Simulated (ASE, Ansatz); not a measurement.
# Random cubic perovskite alloy of BaHfO3 and BaTiO3 (135 atoms), the relaxed geometry

The starting structure: Cubic perovskite BaHfO3, 3 x 3 x 3 conventional cells, 9 of 27 Hf sites given to Ti at random (x = 0.333), lattice by Vegard's rule (cell 4.113, 4.113, 4.113, 90, 90, 90); not relaxed, displaced by a Gaussian of 0.02 Å.

Calculated values (Ansatz 0.2.0, Kohn-Sham DFT, RPBE, PAW (set soft_2), plane waves; cutoff 420 eV, Γ point, fixed occupations) for the relaxed geometry.

Cell vectors (Å):

```
12.340 0.000 0.000
0.000 12.340 0.000
0.000 0.000 12.340
```

Positions (Å):

```
1 Ba 0.003 12.336 12.320
2 Hf 2.046 2.126 2.073
3 O 2.067 1.995 0.006
4 O 0.014 1.997 2.108
5 O 2.086 12.240 2.089
6 Ba 12.327 0.064 4.145
7 Ti 1.959 2.085 6.163
8 O 2.084 2.029 4.186
9 O 0.104 2.067 6.170
10 O 2.088 0.048 6.182
11 Ba 12.311 0.069 8.169
12 Hf 2.049 2.055 10.258
13 O 2.080 2.023 8.172
14 O 0.011 2.028 10.243
15 O 2.096 12.233 10.323
16 Ba 12.333 4.176 12.332
17 Ti 2.021 6.282 2.046
18 O 2.068 6.168 0.072
19 O 0.088 6.160 2.048
20 O 2.086 4.140 2.064
21 Ba 12.333 4.112 4.139
22 Hf 2.054 6.170 6.146
23 O 2.078 6.151 4.062
24 O 0.009 6.135 6.181
25 O 2.103 4.051 6.179
26 Ba 12.292 4.110 8.199
27 Hf 2.014 6.216 10.299
28 O 2.087 6.159 8.233
29 O 12.299 6.193 10.291
30 O 2.078 4.114 10.324
31 Ba 0.022 8.253 12.333
32 Ti 1.952 10.375 1.999
33 O 2.101 10.258 0.100
34 O 0.103 10.258 2.064
35 O 2.076 8.163 2.082
36 Ba 0.023 8.237 4.073
37 Hf 2.042 10.319 6.115
38 O 2.105 10.249 4.061
39 O 0.014 10.300 6.182
40 O 2.082 8.226 6.191
41 Ba 12.305 8.212 8.240
42 Ti 1.960 10.307 10.190
43 O 2.090 10.276 8.310
44 O 0.109 10.261 10.301
45 O 2.098 8.308 10.327
46 Ba 4.076 12.255 0.011
47 Hf 6.152 2.053 2.053
48 O 6.203 2.015 12.336
49 O 4.113 1.972 2.090
50 O 6.195 12.239 2.026
51 Ba 4.055 0.011 4.117
52 Hf 6.086 2.092 6.169
53 O 6.231 2.032 4.113
54 O 4.087 2.070 6.175
55 O 6.209 12.336 6.136
56 Ba 4.079 12.332 8.234
57 Hf 6.152 2.047 10.286
58 O 6.229 2.029 8.215
59 O 4.116 2.018 10.250
60 O 6.193 12.258 10.258
61 Ba 4.067 4.179 0.028
62 Hf 6.116 6.216 2.082
63 O 6.205 6.185 12.332
64 O 4.058 6.175 2.058
65 O 6.158 4.113 2.037
66 Ba 4.066 4.150 4.125
67 Ti 6.118 6.199 6.181
68 O 6.182 6.182 4.168
69 O 4.192 6.151 6.163
70 O 6.198 4.177 6.156
71 Ba 4.085 4.122 8.190
72 Hf 6.155 6.213 10.270
73 O 6.186 6.186 8.151
74 O 4.117 6.187 10.288
75 O 6.203 4.121 10.260
76 Ba 4.063 8.320 0.030
77 Ti 6.060 10.307 2.143
78 O 6.168 10.274 12.267
79 O 4.192 10.257 2.051
80 O 6.182 8.294 2.031
81 Ba 4.075 8.248 4.065
82 Hf 6.153 10.273 6.223
83 O 6.180 10.260 4.037
84 O 4.117 10.276 6.179
85 O 6.191 8.156 6.140
86 Ba 4.113 8.267 8.266
87 Ti 6.052 10.303 10.363
88 O 6.186 10.261 8.256
89 O 4.177 10.274 10.289
90 O 6.204 8.286 10.248
91 Ba 8.145 12.281 12.336
92 Hf 10.269 2.065 2.071
93 O 10.325 2.081 12.336
94 O 8.232 2.015 2.078
95 O 10.333 12.333 2.057
96 Ba 8.188 0.004 4.115
97 Ti 10.151 2.078 6.166
98 O 10.318 2.064 4.200
99 O 8.306 2.073 6.168
100 O 10.313 0.081 6.178
101 Ba 8.183 12.332 8.253
102 Hf 10.270 2.093 10.263
103 O 10.324 2.070 8.143
104 O 8.236 2.027 10.264
105 O 10.331 12.335 10.263
106 Ba 8.232 4.157 12.316
107 Hf 10.282 6.186 2.033
108 O 10.298 6.158 12.268
109 O 8.231 6.171 2.063
110 O 10.338 4.118 2.051
111 Ba 8.190 4.151 4.148
112 Hf 10.236 6.171 6.189
113 O 10.308 6.151 4.113
114 O 8.179 6.151 6.173
115 O 10.312 4.041 6.181
116 Ba 8.215 4.156 8.211
117 Ti 10.246 6.202 10.287
118 O 10.298 6.157 8.289
119 O 8.305 6.184 10.268
120 O 10.305 4.182 10.267
121 Ba 8.141 8.278 12.331
122 Hf 10.210 10.292 2.056
123 O 10.382 10.268 12.335
124 O 8.193 10.259 2.024
125 O 10.369 8.228 2.057
126 Ba 8.163 8.221 4.119
127 Hf 10.271 10.316 6.166
128 O 10.342 10.290 4.109
129 O 8.229 10.276 6.144
130 O 10.308 8.226 6.180
131 Ba 8.182 8.225 8.255
132 Hf 10.214 10.275 10.281
133 O 10.347 10.273 8.230
134 O 8.209 10.269 10.297
135 O 10.321 8.159 10.267
```

Q: Give the Löwdin charge of every atom.

Charges in e, in the order of the atoms, ten a line:

```
+1.805 +1.150 -0.873 -0.865 -0.850 +1.803 +1.253 -0.895 -0.887 -0.903
+1.802 +1.171 -0.897 -0.866 -0.880 +1.808 +1.256 -0.891 -0.878 -0.904
+1.802 +1.160 -0.899 -0.874 -0.891 +1.802 +1.159 -0.871 -0.898 -0.871
+1.796 +1.224 -0.924 -0.835 -0.893 +1.807 +1.156 -0.904 -0.859 -0.868
+1.808 +1.241 -0.844 -0.833 -0.897 +1.794 +1.178 -0.857 -0.861 -0.884
+1.803 +1.147 -0.867 -0.894 -0.876 +1.804 +1.177 -0.867 -0.856 -0.890
+1.813 +1.156 -0.872 -0.897 -0.873 +1.805 +1.276 -0.896 -0.865 -0.901
+1.809 +1.160 -0.886 -0.864 -0.877 +1.789 +1.241 -0.917 -0.892 -0.899
+1.798 +1.154 -0.859 -0.863 -0.877 +1.802 +1.239 -0.907 -0.894 -0.899
+1.808 +1.178 -0.866 -0.861 -0.861 +1.809 +1.252 -0.893 -0.825 -0.901
+1.809 +1.169 -0.897 -0.864 -0.874 +1.813 +1.171 -0.886 -0.876 -0.866
+1.808 +1.157 -0.873 -0.905 -0.894 +1.803 +1.278 -0.895 -0.881 -0.899
+1.803 +1.159 -0.868 -0.909 -0.861 +1.809 +1.176 -0.859 -0.867 -0.864
+1.805 +1.150 -0.863 -0.908 -0.877
```

Forces are small here, 0.0087 eV/Å r.m.s. The Löwdin charges lack the electrons that the projection spills, 0.072 e an atom on average.

[Logs are printed without paths, hosts, clocks, repeated set-up lines and the standing remarks that a program may print on its own settings, such as how far it seeks lower states.]

[Hosts, paths, dates, database ids (printed as entryN), source tags and the programs' standing remarks are cut or masked in the printed files.]
